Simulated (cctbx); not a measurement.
# Which space group?

Cell: a = 9.6190 Å, b = 9.6190 Å, c = 9.6190 Å, α = 90.00°, β = 90.00°, γ = 90.00°. Expected content of the cell: Pb2 Er24 Co12.

The data are simulated with cctbx, not measured: synchrotron X-rays, λ = 0.4959 Å, to d = 0.84 Å, 70 % of the full sphere, strongest reflection 5000 counts, noise from counting, a 1.5 % proportional error and a noise floor of 4 counts (s.d.); no absorption.

Tests on the unmerged data give:

```text
4389 reflections to d = 0.840 A
centring   violations  <I/sigma> of those
    A        816 of  2168      5.8
    B        822 of  2196      5.8
    C        832 of  2212      5.8
    I          0 of  2237      0.0
    R       1078 of  2885      5.5
    F       1235 of  3288      5.8
Laue class    unique    Rint  (classes that these axes allow; Friedel mates merged)
I 1 2/m 1         814   0.031
I 1 1 2/m         814   0.030
I 2/m 1 1         809   0.030
I m m m           469   0.034
I 4/m             418   0.570
I 4/m m m         256   0.587
I m -3            159   0.036
I m -3 m          100   0.581
space group    extra absences  I>4sigma  <I/sigma>
I 2 3                   0          0         -  acentric
I 21 3                  0          0         -  acentric
I m -3                  0          0         -  centric
Wilson B = 1.35 A^2   <|E^2-1|> = 1.074 (0.968 centric, 0.736 acentric)   E^2>4: 6.4 %
shell (A)         n   <I/sigma>
 6.80 - 1.68     23     49.9
 1.68 - 1.34     21     50.4
 1.34 - 1.17     19     34.0
 1.17 - 1.06     18     53.3
 1.06 - 0.99     21     30.9
 0.99 - 0.93     19     28.5
 0.93 - 0.88     19     34.6
 0.88 - 0.84     19     21.5
```

Q: Read the symmetry from these tables.

The reflections that I centring forbids are absent (⟨I/σ⟩ near 0), so the lattice is I.

Rint stays low (0.030 to 0.036) up to I m -3 and is 0.570 or more in the other classes.

3 settings pass the absence test. No glide or screw absences show, which leaves I 2 3, I 21 3 and I m -3.

⟨|E²−1|⟩ = 1.074 leans to a centrosymmetric structure. The Wilson B of 1.35 Å² means U ≈ 0.0171 Å².

The true group is Im-3 (no. 204), Laue class m-3, centrosymmetric. The tables only narrow the choice to the tied entries; cell content, site symmetry and trial solutions must settle it.

The model was made for the exercise: a known structure type with other elements put in, its volume estimated, not relaxed; displacement parameters are assumed.

[Logs are printed without paths, hosts, clocks, repeated set-up lines and the standing remarks that a program may print on its own settings, such as how far it seeks lower states.]
